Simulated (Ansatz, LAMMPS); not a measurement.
# Squeezing and shearing glassy Na2MgSi3O8 (112 atoms), part 3 of 5

How stiff is glassy Na2MgSi3O8 (112 atoms), and how do its levels respond to strain?

Ansatz 0.2.0; Kohn-Sham DFT, PBE, PAW (set soft_2), plane waves.

The cell: 8 Mg, 16 Na, 64 O and 24 Si. The quench rate of 10 K/ps is many orders above laboratory rates. The network of bonds at the start is that of the classical potential that made the cell. Only the Γ point is sampled.

So far. Step 2 (Single point at the start): The r.m.s. force at the start is 1.3 eV/Å. Step 3 (Cell and atoms relaxed): The relaxation converged after 27 steps, with a largest force component of 0.015 eV/Å.

### Step 5. Volume -3 %

The relaxed cell is scaled evenly and the atoms are relaxed again; the stress at the end gives one point of P(V).

Input file input.yaml:

```yaml
crystal:
  lattice:
    - [11.719, 0.2572, 0.02769]
    - [0.2572, 10.94883, 0.17177]
    - [0.02769, 0.17177, 11.30811]
  atoms:
    [... the 112 atom lines of step 4 ...]
kpoints:
  mp_grid: { grid: [1, 1, 1] }
hamiltonian:
  xc: pbe
scf:
  occupations: { method: fermi_dirac, width: 0.05 }
output:
  forces: true
  eigenvalues: true
  stress: true
relax:
  f_tol: 0.05
  max_steps: 70
```

The run is started by

```bash
> ansatz run input.yaml --threads 4 --pin off --max-ram 8192MiB --backend cpu --events-out ev --progress --plain --runs-dir out
```

Numbers of over 12 decimals in the logs are rounded to 6 here.

What it wrote:

```text
Warning: output.stress: scf.convergence.dr2_threshold = 1e-7 eV (the SCF's general default) is looser than the 1.08e-8 eV advised for a printed stress (1e-10 eV for each atom of the cell: 112, of which 108 are counted). What an SCF threshold leaves in a stress goes as its square root, and in the free energy as the threshold itself, and one threshold admits the most on a small cell: [...]
[...]
Crystal: 112 atoms, lattice volume = 1449.836 Å³
Basis set: ecut = 420 eV, 28347 PW (Γ), exchange–correlation on 160×150×160 points (8 copies of the dense FFT grid, shifted against one another)
Bands: 464, of which v1, the nominal top of the filled ones, is band 352 counted from 1 (351 counted from 0)
Symmetry: 1 space group operations
[...]
k-points: 1
[...]
SCF iter   1: F=—  HF=-90871.628320 eV  |F-HF|=—  |Δ(HF+E_count)|=         —  Δρ=2.00e-3  dr2=8.73e-2  ethr=1.77e-3  ⟨swp⟩=5.0  Hψ=1777  notcnv=0  defer=102
[...]
SCF iter   6: F=-90871.617683 eV  HF=-90871.617678 eV  |F-HF|=4.77e-6  |Δ(HF+E_count)|=   1.54e-5  Δρ=3.58e-5  dr2=2.07e-5  ethr=8.88e-9  ⟨swp⟩=14.0  Hψ=2833  notcnv=0
SCF 1 converged in 6 iterations: F = -90871.617683 eV  dr2 = 2.07e-5
[...]
relax step   1: F+E_penalty+E_count = -90871.61768290 eV  Δ(F+E_penalty+E_count) = +0.000e0 eV  max|allowed force component| = 6.152e-1 eV/Å  Δτ_max = 0.0000 Å  (6 SCF iters, dr2 threshold 6.25e-5 eV, accepted)
[...]
relax step   2: F+E_penalty+E_count = -90871.83382259 eV  Δ(F+E_penalty+E_count) = -2.161e-1 eV  max|allowed force component| = 3.032e-1 eV/Å  Δτ_max = 0.0324 Å  (6 SCF iters, dr2 threshold 2.37e-5 eV, accepted)
[...]
relax step   3: F+E_penalty+E_count = -90871.98199489 eV  Δ(F+E_penalty+E_count) = -1.482e-1 eV  max|allowed force component| = 1.649e-1 eV/Å  Δτ_max = 0.0543 Å  (7 SCF iters, dr2 threshold 5.75e-6 eV, accepted)
relax step   4: F+E_penalty+E_count = -90871.93598787 eV  Δ(F+E_penalty+E_count) = +4.601e-2 eV  max|allowed force component| = 2.943e-1 eV/Å  Δτ_max = 0.2000 Å  (8 SCF iters, dr2 threshold 6.61e-6 eV, rejected (line search))
relax step   5: F+E_penalty+E_count = -90872.03360343 eV  Δ(F+E_penalty+E_count) = -5.161e-2 eV  max|allowed force component| = 7.044e-2 eV/Å  Δτ_max = 0.0824 Å  (10 SCF iters, accepted)
relax step   6: F+E_penalty+E_count = -90872.04323007 eV  Δ(F+E_penalty+E_count) = -9.627e-3 eV  max|allowed force component| = 1.025e-1 eV/Å  Δτ_max = 0.1000 Å  (9 SCF iters, accepted)
relax step   7: F+E_penalty+E_count = -90872.04525600 eV  Δ(F+E_penalty+E_count) = -2.026e-3 eV  max|allowed force component| = 6.729e-2 eV/Å  Δτ_max = 0.0402 Å  (8 SCF iters, accepted)
[...]
relax step   8: F+E_penalty+E_count = -90872.05003451 eV  Δ(F+E_penalty+E_count) = -4.779e-3 eV  max|allowed force component| = 2.063e-2 eV/Å  Δτ_max = 0.0236 Å  (8 SCF iters, accepted)
SCF converged after 8 iterations
Free energy (F): -90872.050035 eV
[...]
Internal energy: -90872.050035 eV  (E = F + TS)
E sigma→0 (E₀):  -90872.050035 eV
Fermi energy:    6.204400 eV
[...]
--- Forces (eV/Å), atoms counted from 1 ---
  atom   1  Mg    -0.00194294    -0.00202365    -0.00640466
  atom   2  Mg    -0.00055885    -0.00127403     0.00238908
  atom   3  Mg    -0.00578565     0.00189261     0.00051232
  atom   4  Mg     0.00416843    -0.00356190    -0.00267212
  atom   5  Mg     0.00113320     0.00715088    -0.00246520
  atom   6  Mg    -0.00125432     0.00140688    -0.00113158
  atom   7  Mg     0.00815122    -0.00023475    -0.00465731
  atom   8  Mg     0.00183768    -0.00160532     0.00590381
  atom   9  Na    -0.00312294     0.00120408    -0.00398639
  atom  10  Na    -0.00219362    -0.00283158    -0.00133206
  atom  11  Na    -0.00777863    -0.00212391     0.00353552
  atom  12  Na    -0.00301004     0.00369985    -0.00341572
  atom  13  Na     0.00207142    -0.00206981    -0.00167949
  atom  14  Na    -0.00093846     0.00022401    -0.00158189
[...]
atom 111  Si     0.00199900     0.00159741     0.00248583
  atom 112  Si    -0.00403129    -0.00211749     0.00546508
  max |Σ_I F_I| component: 9.56e-5 eV/Å
--- Stress (GPa, compression-positive) ---
        1.020327       0.107747       0.104833
        0.107747       1.069913       0.044041
        0.104834       0.044042       1.546891
  P = ⅓ Tr σ = 1.2124 GPa (12.124 kbar)
--- Band table (eV) ---
[...]
--- Relaxed structure (8 steps of the walk, 7 accepted, 0 SCFs on fresh bases) ---
  F+E_penalty+E_count = -90872.05003451 eV   max|allowed force component| = 2.063e-2 eV/Å
  atoms:
    - { symbol: Mg, position: [0.494223, 0.635129, 0.215248] }
    - { symbol: Mg, position: [0.508474, 0.056203, 0.360775] }
    - { symbol: Mg, position: [0.383068, 0.054839, 0.596273] }
    - { symbol: Mg, position: [0.245412, 0.792468, 0.784373] }
[...]
- { symbol: Si, position: [0.716017, 0.163712, 0.269357] }
```

The job ended after 3.5 min (4 threads of Intel Xeon Platinum 8375C at 2.90GHz (Ice Lake), shared host; peak memory 2.2 GiB).

The program notes that the SCF threshold is loose for the stress.

The relaxation converged after 8 steps, 0.432 eV below its start, with a largest force component of 0.021 eV/Å.

Volume -3 %: the energy stands 0.157 eV above that of the reference, at a pressure of 1.21 GPa.

### Step 6. Volume +3 %

The relaxed cell is scaled to another volume.

Input and log are left out; they have the form of those shown for this kind of step.

It took 3.5 min on 4 threads of Intel Xeon Platinum 8375C at 2.90GHz (Ice Lake), shared host; peak memory 2.3 GiB.

The relaxation converged after 9 steps, 0.373 eV below its start, with a largest force component of 0.015 eV/Å.

Volume +3 %: the energy stands 0.154 eV above that of the reference, at a pressure of -1.15 GPa.

### Step 7. Volume -6 %

The relaxed cell is scaled to another volume.

input.yaml, the sections that differ from step 5:

```yaml
crystal:
  lattice:
    - [11.59692, 0.25452, 0.0274]
    - [0.25452, 10.83477, 0.16998]
    - [0.0274, 0.16998, 11.19031]
  atoms:
    [... the 112 atom lines of step 4 ...]
# kpoints, hamiltonian, scf, output, relax: as in step 5
```

What it wrote:

```text
[...]
Crystal: 112 atoms, lattice volume = 1404.996 Å³
Basis set: ecut = 420 eV, 27417 PW (Γ), exchange–correlation on 160×150×150 points (8 copies of the dense FFT grid, shifted against one another)
Bands: 464, of which v1, the nominal top of the filled ones, is band 352 counted from 1 (351 counted from 0)
Symmetry: 1 space group operations
[...]
k-points: 1
[...]
SCF iter   1: F=—  HF=-90869.702395 eV  |F-HF|=—  |Δ(HF+E_count)|=         —  Δρ=2.10e-3  dr2=9.49e-2  ethr=1.77e-3  ⟨swp⟩=5.0  Hψ=1792  notcnv=0  defer=102
[...]
SCF iter   5: F=—  HF=-90869.691405 eV  |F-HF|=—  |Δ(HF+E_count)|=   1.32e-5  Δρ=1.19e-4  dr2=1.79e-4  ethr=1.03e-7  ⟨swp⟩=2.0  Hψ=665  notcnv=0  defer=105
SCF iter   6: F=-90869.691423 eV  HF=-90869.691418 eV  |F-HF|=5.36e-6  |Δ(HF+E_count)|=   1.24e-5  Δρ=3.43e-5  dr2=1.89e-5  ethr=8.88e-9  ⟨swp⟩=13.0  Hψ=2905  notcnv=0
SCF 1 converged in 6 iterations: F = -90869.691423 eV  dr2 = 1.89e-5
[...]
relax step   1: F+E_penalty+E_count = -90869.69142318 eV  Δ(F+E_penalty+E_count) = +0.000e0 eV  max|allowed force component| = 1.300e0 eV/Å  Δτ_max = 0.0000 Å  (6 SCF iters, dr2 threshold 6.25e-5 eV, accepted)
[...]
relax step   2: F+E_penalty+E_count = -90870.59307705 eV  Δ(F+E_penalty+E_count) = -9.017e-1 eV  max|allowed force component| = 6.348e-1 eV/Å  Δτ_max = 0.0630 Å  (6 SCF iters, dr2 threshold 1.00e-4 eV, accepted)
[...]
relax step   3: F+E_penalty+E_count = -90871.21550487 eV  Δ(F+E_penalty+E_count) = -6.224e-1 eV  max|allowed force component| = 3.533e-1 eV/Å  Δτ_max = 0.1111 Å  (7 SCF iters, dr2 threshold 2.52e-5 eV, accepted)
relax step   4: F+E_penalty+E_count = -90871.40053909 eV  Δ(F+E_penalty+E_count) = -1.850e-1 eV  max|allowed force component| = 2.694e-1 eV/Å  Δτ_max = 0.2000 Å  (7 SCF iters, dr2 threshold 2.98e-5 eV, accepted)
relax step   5: F+E_penalty+E_count = -90871.48261085 eV  Δ(F+E_penalty+E_count) = -8.207e-2 eV  max|allowed force component| = 2.456e-1 eV/Å  Δτ_max = 0.2000 Å  (6 SCF iters, dr2 threshold 2.25e-5 eV, accepted)
relax step   6: F+E_penalty+E_count = -90871.52330104 eV  Δ(F+E_penalty+E_count) = -4.069e-2 eV  max|allowed force component| = 2.731e-1 eV/Å  Δτ_max = 0.2000 Å  (7 SCF iters, dr2 threshold 3.51e-5 eV, accepted)
relax step   7: F+E_penalty+E_count = -90871.55554501 eV  Δ(F+E_penalty+E_count) = -3.224e-2 eV  max|allowed force component| = 3.435e-1 eV/Å  Δτ_max = 0.1183 Å  (6 SCF iters, dr2 threshold 6.20e-5 eV, accepted)
relax step   8: F+E_penalty+E_count = -90871.58449869 eV  Δ(F+E_penalty+E_count) = -2.895e-2 eV  max|allowed force component| = 4.580e-1 eV/Å  Δτ_max = 0.2000 Å  (7 SCF iters, dr2 threshold 1.00e-4 eV, accepted)
relax step   9: F+E_penalty+E_count = -90871.63250667 eV  Δ(F+E_penalty+E_count) = -4.801e-2 eV  max|allowed force component| = 2.685e-1 eV/Å  Δτ_max = 0.0739 Å  (6 SCF iters, dr2 threshold 1.00e-4 eV, accepted)
relax step  10: F+E_penalty+E_count = -90871.65078951 eV  Δ(F+E_penalty+E_count) = -1.828e-2 eV  max|allowed force component| = 4.228e-2 eV/Å  Δτ_max = 0.0758 Å  (6 SCF iters, dr2 threshold 2.48e-5 eV, accepted)
[...]
relax step  11: F+E_penalty+E_count = -90871.65079126 eV  Δ(F+E_penalty+E_count) = -1.754e-6 eV  max|allowed force component| = 4.230e-2 eV/Å  Δτ_max = 0.0000 Å  (4 SCF iters, accepted)
SCF converged after 4 iterations
Free energy (F): -90871.650791 eV
[...]
Internal energy: -90871.650791 eV  (E = F + TS)
E sigma→0 (E₀):  -90871.650791 eV
Fermi energy:    6.581956 eV
[...]
Σ components = -90871.650791   (vs F -90871.650791, Δ=0.00e0)
--- Forces (eV/Å), atoms counted from 1 ---
  atom   1  Mg    -0.01480766    -0.01533686    -0.00296845
  atom   2  Mg    -0.00850846     0.00003601    -0.00465587
  atom   3  Mg     0.00715501     0.01842142     0.00511567
  atom   4  Mg    -0.00324196     0.00739925    -0.00374630
[...]
atom 112  Si     0.00176913    -0.00265475     0.01885280
  max |Σ_I F_I| component: 1.70e-4 eV/Å
--- Stress (GPa, compression-positive) ---
        1.417265       0.651979      -0.113254
        0.651979       2.074743       0.052043
       -0.113255       0.052044       3.104519
  P = ⅓ Tr σ = 2.1988 GPa (21.988 kbar)
--- Band table (eV) ---
[...]
--- Relaxed structure (11 steps of the walk, 11 accepted, 0 SCFs on fresh bases) ---
  F+E_penalty+E_count = -90871.65079126 eV   max|allowed force component| = 4.230e-2 eV/Å
  atoms:
    - { symbol: Mg, position: [0.520079, 0.633706, 0.218087] }
    - { symbol: Mg, position: [0.503996, 0.046491, 0.358509] }
    - { symbol: Mg, position: [0.377359, 0.056209, 0.598338] }
    - { symbol: Mg, position: [0.247580, 0.792682, 0.787622] }
[...]
- { symbol: Si, position: [0.727365, 0.143905, 0.271821] }
```

Elapsed: 4.1 min, on 4 threads; peak memory 2.1 GiB.

The relaxation converged after 11 steps, 1.96 eV below its start, with a largest force component of 0.042 eV/Å.

Volume -6 %: the energy stands 0.556 eV above that of the reference, at a pressure of 2.20 GPa.

### Step 8. Volume +6 %

The relaxed cell is scaled to another volume.

input.yaml, the sections that differ from step 7:

```yaml
crystal:
  lattice:
    - [12.07078, 0.26492, 0.02852]
    - [0.26492, 11.27749, 0.17692]
    - [0.02852, 0.17692, 11.64756]
  atoms:
    [... the 112 atom lines of step 4 ...]
# kpoints, hamiltonian, scf, output, relax: as in step 7
```

What it wrote:

```text
[...]
Crystal: 112 atoms, lattice volume = 1584.358 Å³
Basis set: ecut = 420 eV, 30947 PW (Γ), exchange–correlation on 162×160×160 points (8 copies of the dense FFT grid, shifted against one another)
Bands: 464, of which v1, the nominal top of the filled ones, is band 352 counted from 1 (351 counted from 0)
Symmetry: 1 space group operations
[...]
k-points: 1
[...]
SCF iter   1: F=—  HF=-90870.172923 eV  |F-HF|=—  |Δ(HF+E_count)|=         —  Δρ=1.85e-3  dr2=7.65e-2  ethr=1.77e-3  ⟨swp⟩=6.0  Hψ=1936  notcnv=0  defer=31
[...]
SCF iter   5: F=—  HF=-90870.169266 eV  |F-HF|=—  |Δ(HF+E_count)|=   4.38e-5  Δρ=1.17e-4  dr2=2.03e-4  ethr=9.00e-8  ⟨swp⟩=2.0  Hψ=687  notcnv=0  defer=100
SCF iter   6: F=-90870.169287 eV  HF=-90870.169280 eV  |F-HF|=7.46e-6  |Δ(HF+E_count)|=   1.33e-5  Δρ=3.44e-5  dr2=2.15e-5  ethr=8.88e-9  ⟨swp⟩=13.0  Hψ=2631  notcnv=0
SCF 1 converged in 6 iterations: F = -90870.169287 eV  dr2 = 2.15e-5
[...]
relax step   1: F+E_penalty+E_count = -90870.16928703 eV  Δ(F+E_penalty+E_count) = +0.000e0 eV  max|allowed force component| = 1.045e0 eV/Å  Δτ_max = 0.0000 Å  (6 SCF iters, dr2 threshold 6.25e-5 eV, accepted)
[...]
relax step   2: F+E_penalty+E_count = -90870.93066134 eV  Δ(F+E_penalty+E_count) = -7.614e-1 eV  max|allowed force component| = 5.351e-1 eV/Å  Δτ_max = 0.0709 Å  (6 SCF iters, dr2 threshold 6.83e-5 eV, accepted)
[...]
relax step   3: F+E_penalty+E_count = -90871.41793105 eV  Δ(F+E_penalty+E_count) = -4.873e-1 eV  max|allowed force component| = 2.993e-1 eV/Å  Δτ_max = 0.1094 Å  (8 SCF iters, dr2 threshold 1.79e-5 eV, accepted)
relax step   4: F+E_penalty+E_count = -90871.45574914 eV  Δ(F+E_penalty+E_count) = -3.782e-2 eV  max|allowed force component| = 3.607e-1 eV/Å  Δτ_max = 0.2000 Å  (7 SCF iters, dr2 threshold 2.35e-5 eV, accepted)
relax step   5: F+E_penalty+E_count = -90871.55662158 eV  Δ(F+E_penalty+E_count) = -1.009e-1 eV  max|allowed force component| = 2.030e-1 eV/Å  Δτ_max = 0.2000 Å  (6 SCF iters, dr2 threshold 4.07e-5 eV, accepted)
relax step   6: F+E_penalty+E_count = -90871.57862476 eV  Δ(F+E_penalty+E_count) = -2.200e-2 eV  max|allowed force component| = 1.180e-1 eV/Å  Δτ_max = 0.2000 Å  (7 SCF iters, dr2 threshold 1.31e-5 eV, accepted)
relax step   7: F+E_penalty+E_count = -90871.60034049 eV  Δ(F+E_penalty+E_count) = -2.172e-2 eV  max|allowed force component| = 4.701e-2 eV/Å  Δτ_max = 0.2000 Å  (7 SCF iters, dr2 threshold 4.41e-6 eV, accepted)
relax step   8: F+E_penalty+E_count = -90871.60034124 eV  Δ(F+E_penalty+E_count) = -7.504e-7 eV  max|allowed force component| = 4.685e-2 eV/Å  Δτ_max = 0.0000 Å  (5 SCF iters, accepted)
relax step   9: F+E_penalty+E_count = -90871.60634017 eV  Δ(F+E_penalty+E_count) = -5.999e-3 eV  max|allowed force component| = 6.831e-2 eV/Å  Δτ_max = 0.1951 Å  (9 SCF iters, accepted)
relax step  10: F+E_penalty+E_count = -90871.60989864 eV  Δ(F+E_penalty+E_count) = -3.558e-3 eV  max|allowed force component| = 4.202e-2 eV/Å  Δτ_max = 0.0394 Å  (6 SCF iters, dr2 threshold 4.64e-6 eV, accepted)
[...]
relax step  11: F+E_penalty+E_count = -90871.60989883 eV  Δ(F+E_penalty+E_count) = -1.882e-7 eV  max|allowed force component| = 4.201e-2 eV/Å  Δτ_max = 0.0000 Å  (3 SCF iters, accepted)
SCF converged after 3 iterations
Free energy (F): -90871.609899 eV
[...]
Internal energy: -90871.609899 eV  (E = F + TS)
E sigma→0 (E₀):  -90871.609899 eV
Fermi energy:    5.267961 eV
[...]
Σ components = -90871.609899   (vs F -90871.609899, Δ=0.00e0)
--- Forces (eV/Å), atoms counted from 1 ---
  atom   1  Mg    -0.00850785    -0.00280952    -0.01330190
  atom   2  Mg    -0.00241566     0.00328218     0.00478332
  atom   3  Mg     0.01503321     0.01000074     0.00593318
  atom   4  Mg     0.03340362     0.00053278     0.01478841
[...]
atom 112  Si    -0.01965144     0.01639529    -0.01811776
  max |Σ_I F_I| component: 2.27e-4 eV/Å
--- Stress (GPa, compression-positive) ---
       -1.816460      -0.113261       0.042625
       -0.113261      -2.176854      -0.105713
        0.042624      -0.105714      -2.448668
  P = ⅓ Tr σ = -2.1473 GPa (-21.473 kbar)
--- Band table (eV) ---
[...]
--- Relaxed structure (11 steps of the walk, 11 accepted, 0 SCFs on fresh bases) ---
  F+E_penalty+E_count = -90871.60989883 eV   max|allowed force component| = 4.201e-2 eV/Å
  atoms:
    - { symbol: Mg, position: [0.470561, 0.633229, 0.219352] }
    - { symbol: Mg, position: [0.505654, 0.065236, 0.354964] }
    - { symbol: Mg, position: [0.394024, 0.051013, 0.585491] }
    - { symbol: Mg, position: [0.237534, 0.784360, 0.776767] }
[...]
- { symbol: Si, position: [0.702287, 0.198870, 0.273718] }
```

Run time: 4.4 min. Hardware: 4 threads; peak memory 2.3 GiB; 15 min of CPU time.

The relaxation converged after 11 steps, 1.44 eV below its start, with a largest force component of 0.042 eV/Å.

Volume +6 %: the energy stands 0.597 eV above that of the reference, at a pressure of -2.15 GPa.

(Continued in part 4 of 5.)

[Logs are printed without paths, hosts, clocks, repeated set-up lines and the standing remarks that a program may print on its own settings, such as how far it seeks lower states.]

[Hosts, paths, dates, database ids (printed as entryN), source tags and the programs' standing remarks are cut or masked in the printed files.]
